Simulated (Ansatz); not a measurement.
## How Sc(0001) screens a field

Where does the screening charge of Sc(0001) sit?

Program: Ansatz 0.2.0. Level of theory: plane-wave DFT, r2SCAN, Ansatz PAW. Results are calculated unless marked as measured.

This is a report of a sequence of runs, with most program output left out.

## Step 1: The starting structure

The cell holds 6 atoms: 6 Sc. Its edges and angles: a = 3.310 Å, b = 3.310 Å, c = 31.190 Å, α = 90.0°, β = 90.0°, γ = 60.0°. Vacuum lies along c.

## Step 2: Atoms held, field 0

A sawtooth potential applies the field, turning back in the middle of the vacuum. With the dipole correction the typed value is the field outside the slab. The induced dipole is small, so the SCF threshold is tight.

File input.yaml:

```yaml
crystal:
  lattice:
    - [3.31, 0.0, 0.0]
    - [1.655, 2.8665440865, 0.0]
    - [0.0, 0.0, 31.19035]
  atoms:
    - { symbol: Sc, position: [0.6666666667, 0.6666666667, 0.2885507857] }
    - { symbol: Sc, position: [0.0, 0.0, 0.3731304714] }
    - { symbol: Sc, position: [0.6666666667, 0.6666666667, 0.4577101571] }
    - { symbol: Sc, position: [0.0, 0.0, 0.5422898429] }
    - { symbol: Sc, position: [0.6666666667, 0.6666666667, 0.6268695286] }
    - { symbol: Sc, position: [0.0, 0.0, 0.7114492143] }
kpoints:
  mp_grid: { grid: [18, 18, 1] }
hamiltonian:
  xc: r2scan
scf:
  occupations: { method: fermi_dirac, width: 0.1 }
  convergence: { dr2_threshold: 1.0e-10 }
efield:
  axis: 3
  dipole_correction: true
  ramp_position: 0.97
  ramp_width: 0.06
  amplitude: 0
output:
  forces: true
  write_potential: true
  write_density: true
  volumetric_format: npy
```

Launch:

```sh
$ ansatz run input.yaml --threads 4 --pin off --max-ram 6144MiB --backend cpu --events-out ev --progress --plain --runs-dir out
```

Run time: 35 s. Hardware: 4 threads of Arm Neoverse V2, shared host; peak memory 1.3 GiB; 2.3 min of CPU time.

Numbers from this step:

```
energy at zero smearing   : -12841.7726 eV
work function, upper face : 3.747 eV
dipole along the normal   : 3.58e-7 e·Å
```

Running mean over 2.63807 Å of the planar mean; the ramp of the sawtooth is left out. Electron's electrostatic potential energy less the Fermi level against z:

```tsv
z (Å)	electron's electrostatic potential energy less the Fermi level (eV)
4	3.74
5	3.71
6	3.47
7	1.92
8	-3.53
9	-5.62
10	-5.29
11	-5.18
12	-5.22
13	-5.25
14	-5.26
15	-5.26
16	-5.26
17	-5.26
18	-5.26
19	-5.23
20	-5.18
21	-5.24
22	-5.59
23	-4.41
24	1.18
25	3.34
26	3.69
27	3.74
```

Force by atom:

```tsv
atom	x (eV/Å)	y (eV/Å)	z (eV/Å)	size
Sc1	0.000	0.000	0.192	0.192
Sc2	0.000	0.000	-0.173	0.173
Sc3	0.000	0.000	0.027	0.027
Sc4	0.000	0.000	-0.027	0.027
Sc5	0.000	0.000	0.173	0.173
Sc6	0.000	0.000	-0.192	0.192
```

The work function of the upper face is 3.75 eV.

## Step 3: Atoms held, field 0.05 V/Å

input.yaml, as its differences from that of step 2:

```diff
@@ -24,3 +24,3 @@
   ramp_width: 0.06
-  amplitude: 0
+  amplitude: 0.05
 output:
```

The job ended after 33 s (4 threads; peak memory 1.3 GiB).

The dipole is 0.0486 e·Å.

## Step 4: Atoms held, field -0.05 V/Å

input.yaml, as its differences from that of step 3:

```diff
@@ -24,3 +24,3 @@
   ramp_width: 0.06
-  amplitude: 0.05
+  amplitude: -0.05
 output:
```

Run time: 34 s. Hardware: 4 threads; peak memory 1.3 GiB; 2.2 min of CPU time.

The dipole is -0.0486 e·Å.

## Step 5: Single point, field 0.1 V/Å

input.yaml, as its differences from that of step 4:

```diff
@@ -24,3 +24,3 @@
   ramp_width: 0.06
-  amplitude: -0.05
+  amplitude: 0.1
 output:
```

Run time: 36 s. Hardware: 4 threads; peak memory 1.3 GiB; 2.4 min of CPU time.

The dipole is 0.0972 e·Å.

## Step 6: Atoms held, field -0.1 V/Å

input.yaml, as its differences from that of step 5:

```diff
@@ -24,3 +24,3 @@
   ramp_width: 0.06
-  amplitude: 0.1
+  amplitude: -0.1
 output:
```

The job ended after 36 s (4 threads; peak memory 1.3 GiB; 2.4 min of CPU time).

The dipole is -0.0972 e·Å.

## Step 7: Atoms held, field 0.2 V/Å

input.yaml, as its differences from that of step 6:

```diff
@@ -24,3 +24,3 @@
   ramp_width: 0.06
-  amplitude: -0.1
+  amplitude: 0.2
 output:
```

Elapsed: 45 s, on 4 threads; peak memory 1.3 GiB.

The dipole is 0.194 e·Å.

## Step 8: Single point, field -0.2 V/Å

input.yaml, as its differences from that of step 7:

```diff
@@ -24,3 +24,3 @@
   ramp_width: 0.06
-  amplitude: 0.2
+  amplitude: -0.2
 output:
```

It took 45 s on 4 threads; peak memory 1.3 GiB.

The dipole is -0.194 e·Å.

## Step 9: Atoms held, field 0.4 V/Å

input.yaml, as its differences from that of step 8:

```diff
@@ -24,3 +24,3 @@
   ramp_width: 0.06
-  amplitude: -0.2
+  amplitude: 0.4
 output:
@@ -30 +30,2 @@
   volumetric_format: npy
+  elf: true
```

It took 63 s on 4 threads; peak memory 1.3 GiB.

Running mean over 2.63807 Å of the planar mean, with the applied field; the ramp of the sawtooth is left out. The electron's electrostatic potential energy less the Fermi level by z:

```tsv
z (Å)	electron's electrostatic potential energy less the Fermi level (eV)
3.5	2.67
4.0	2.86
4.5	3.05
5.0	3.21
5.5	3.31
6.0	3.29
6.5	2.95
7.0	1.92
7.5	-0.452
8.0	-3.49
8.5	-5.22
9.0	-5.60
9.5	-5.46
10.0	-5.28
10.5	-5.19
11.0	-5.17
11.5	-5.19
12.0	-5.22
12.5	-5.24
13.0	-5.25
13.5	-5.26
14.0	-5.26
14.5	-5.26
15.0	-5.26
15.5	-5.26
16.0	-5.26
16.5	-5.26
17.0	-5.26
17.5	-5.26
18.0	-5.26
18.5	-5.25
19.0	-5.23
19.5	-5.21
20.0	-5.19
20.5	-5.19
21.0	-5.25
21.5	-5.40
22.0	-5.60
22.5	-5.53
23.0	-4.45
23.5	-1.72
24.0	1.18
24.5	2.78
25.0	3.53
25.5	3.94
26.0	4.22
26.5	4.44
27.0	4.65
27.5	4.85
```

The dipole is 0.389 e·Å.

## Step 10: The response

This step: plane-wave DFT, r2SCAN, Ansatz PAW; screening of a field by a metal slab (Ansatz 0.2.0).

The dipoles give the slope, and the difference of two potentials shows where the field is screened.

This step gave:

* equivalent conductor thickness p/(ε₀AE): 18.53 Å
* distance between the outer atoms: 13.19 Å
* inner field over outer field: -8.94e-4
* image plane, upper face: 2.663 Å
* induced electrons on the upper face over ε₀E: -0.9989
* image plane, lower face: 2.663 Å
* induced electrons on the lower face over ε₀E: 0.9990

Table of dipole of the cell by applied field:

```tsv
applied field (V/Å)	dipole of the cell (e·Å)
-0.200	-0.194
-0.100	-0.0972
-0.050	-0.0486
0.000	0
0.050	0.0486
0.100	0.0972
0.200	0.194
0.400	0.389
```

Local field over the applied field, running mean. From the potentials at -0.05 and 0.05 V/Å; running mean over 2.63807 Å. The local field over applied field by z:

z (Å), local field over applied field and a bar from the least value:
```
      4.5      0.965 ##############################
      5.0      0.924 ############################
      5.5      0.845 ##########################
      6.0      0.711 ######################
      6.5      0.519 #################
      7.0      0.297 ##########
      7.5      0.112 #####
      8.0     -0.004 ##
      8.5     -0.060 
      9.0     -0.067 
      9.5     -0.034 #
     10.0      0.002 ##
     10.5      0.007 ##
     11.0     -0.006 ##
     11.5     -0.010 ##
     12.0     -0.005 ##
     12.5      0.001 ##
     13.0     -0.001 ##
     13.5     -0.004 ##
     14.0     -0.004 ##
     14.5     -0.002 ##
     15.0      0.000 ##
     15.5     -0.001 ##
     16.0      0.000 ##
     16.5     -0.001 ##
     17.0     -0.003 ##
     17.5     -0.004 ##
     18.0     -0.002 ##
     18.5      0.001 ##
     19.0     -0.002 ##
     19.5     -0.009 ##
     20.0     -0.009 ##
     20.5      0.002 ##
     21.0      0.008 ##
     21.5     -0.018 #
     22.0     -0.058 
     22.5     -0.069 
     23.0     -0.031 #
     23.5      0.059 ####
     24.0      0.219 ########
     24.5      0.434 ##############
     25.0      0.644 ####################
     25.5      0.801 #########################
     26.0      0.899 ############################
     26.5      0.952 #############################
     27.0      0.979 ##############################
```

Electrons, planar mean, per unit field. The induced electron density by z:

```tsv
z (Å)	induced electron density (e/Å³ per V/Å)
4.5	1.7e-4
5.0	3.8e-4
5.5	7.9e-4
6.0	0.00154
6.5	0.00265
7.0	0.00369
7.5	0.00363
8.0	0.00126
8.5	-0.00231
9.0	-0.00213
9.5	8.2e-4
10.0	7.6e-4
10.5	3.0e-4
11.0	-6.1e-4
11.5	-2.1e-4
12.0	1.7e-4
12.5	1.8e-4
13.0	-1.7e-5
13.5	-9.1e-5
14.0	-4.7e-5
14.5	1.9e-5
15.0	5.1e-6
15.5	-3.7e-6
16.0	7.0e-6
16.5	9.6e-6
17.0	-5.0e-5
17.5	1.1e-4
18.0	5.1e-5
18.5	-7.3e-5
19.0	-3.3e-4
19.5	2.4e-5
20.0	7.3e-4
20.5	2.9e-5
21.0	-6.4e-4
21.5	-9.8e-4
22.0	0.00118
22.5	0.00244
23.0	3.0e-4
23.5	-0.00304
24.0	-0.00387
24.5	-0.00310
25.0	-0.00193
25.5	-0.00103
26.0	-5.0e-4
26.5	-2.3e-4
27.0	-1.0e-4
```

By hand: between -0.05 and 0.05 V/Å the dipole changes by 0.09719 e·Å, a slope of 0.9719 e·Å²/V. A perfect conductor of thickness t has p = ε₀AEt, so t = 180.95 × 0.9719 / 9.488 = 18.54 Å (e/ε₀ = 180.95 V·Å, A in Å²). Less the 13.19 Å between the outer atoms, and halved, that puts each image plane 2.67 Å out.

The induced dipole is that of a conductor 18.53 Å thick.

## Step 11: The same run with other settings

This step: plane-wave DFT, r2SCAN, Ansatz PAW (Ansatz 0.2.0).

An input spoilt on purpose, to show how the run answers: it repeats the earlier run at 0.05 V/Å with efield.amplitude from 0.05 to 5.0, and scf.max_iter set to 50.

input.yaml, as its differences from that of step 9:

```diff
@@ -19,2 +19,3 @@
   convergence: { dr2_threshold: 1.0e-10 }
+  max_iter: 50
 efield:
@@ -24,3 +25,3 @@
   ramp_width: 0.06
-  amplitude: 0.4
+  amplitude: 5.0
 output:
@@ -30,2 +31 @@
   volumetric_format: npy
-  elf: true
```

Run time: 6.8 min. Hardware: 4 threads; peak memory 1.3 GiB; 27 min of CPU time.

```tsv
quantity	this run	earlier run	difference
dipole along the normal (e·Å)	4.644	0.04860	4.6
```

The applied field differs between the two, so the dipoles differ in any case.

In so strong a field the program warns of density in the ramp of the sawtooth; these numbers are not the system's.

## Step 12: A changed input

An input spoilt on purpose, to show how the run answers: it repeats the earlier run at 0.05 V/Å with efield.amplitude from 0.05 to 3.0, and scf.max_iter set to 60.

input.yaml, as its differences from that of step 11:

```diff
@@ -19,3 +19,3 @@
   convergence: { dr2_threshold: 1.0e-10 }
-  max_iter: 50
+  max_iter: 60
 efield:
@@ -25,3 +25,3 @@
   ramp_width: 0.06
-  amplitude: 5.0
+  amplitude: 3.0
 output:
```

It took 8 min on 4 threads; peak memory 1.2 GiB; 31 min of CPU time.

```tsv
quantity	this run	earlier run	difference
dipole along the normal (e·Å)	2.866	0.04860	2.8
```

The applied field differs between the two, so the dipoles differ in any case.

In so strong a field the program warns of density in the ramp of the sawtooth; these numbers are not the system's.

## Step 13: Summary of results

```
work function                                : 3.75 eV
image plane, upper face                      : 2.66 Å
induced electrons on the upper face over ε₀E : -0.999
equivalent conductor thickness p/(ε₀AE)      : 18.5 Å
inner field over outer field                 : -8.9e-4
```

What this shows: The induced charge has its centre 2.66 Å outside the outermost atoms; this is the plane from which a capacitor's gap or an image potential counts. The equivalent conductor thickness exceeds the distance between the outer atoms by 5.34 Å, about the sum of the two image-plane distances. In the middle of the slab the field is screened to under 0.5 % of its outer value. The atoms are held at bulk positions with the tabulated experimental lattice constant.

[Logs are printed without paths, hosts, clocks, repeated set-up lines and the standing remarks that a program may print on its own settings, such as how far it seeks lower states.]

[Hosts, paths, dates, database ids (printed as entryN), source tags and the programs' standing remarks are cut or masked in the printed files.]

[Maps of the electrostatic potential energy from Ansatz leave out the sawtooth potential of an applied field or a dipole correction, so their vacuum need not be flat; planar profiles and work functions include it.]
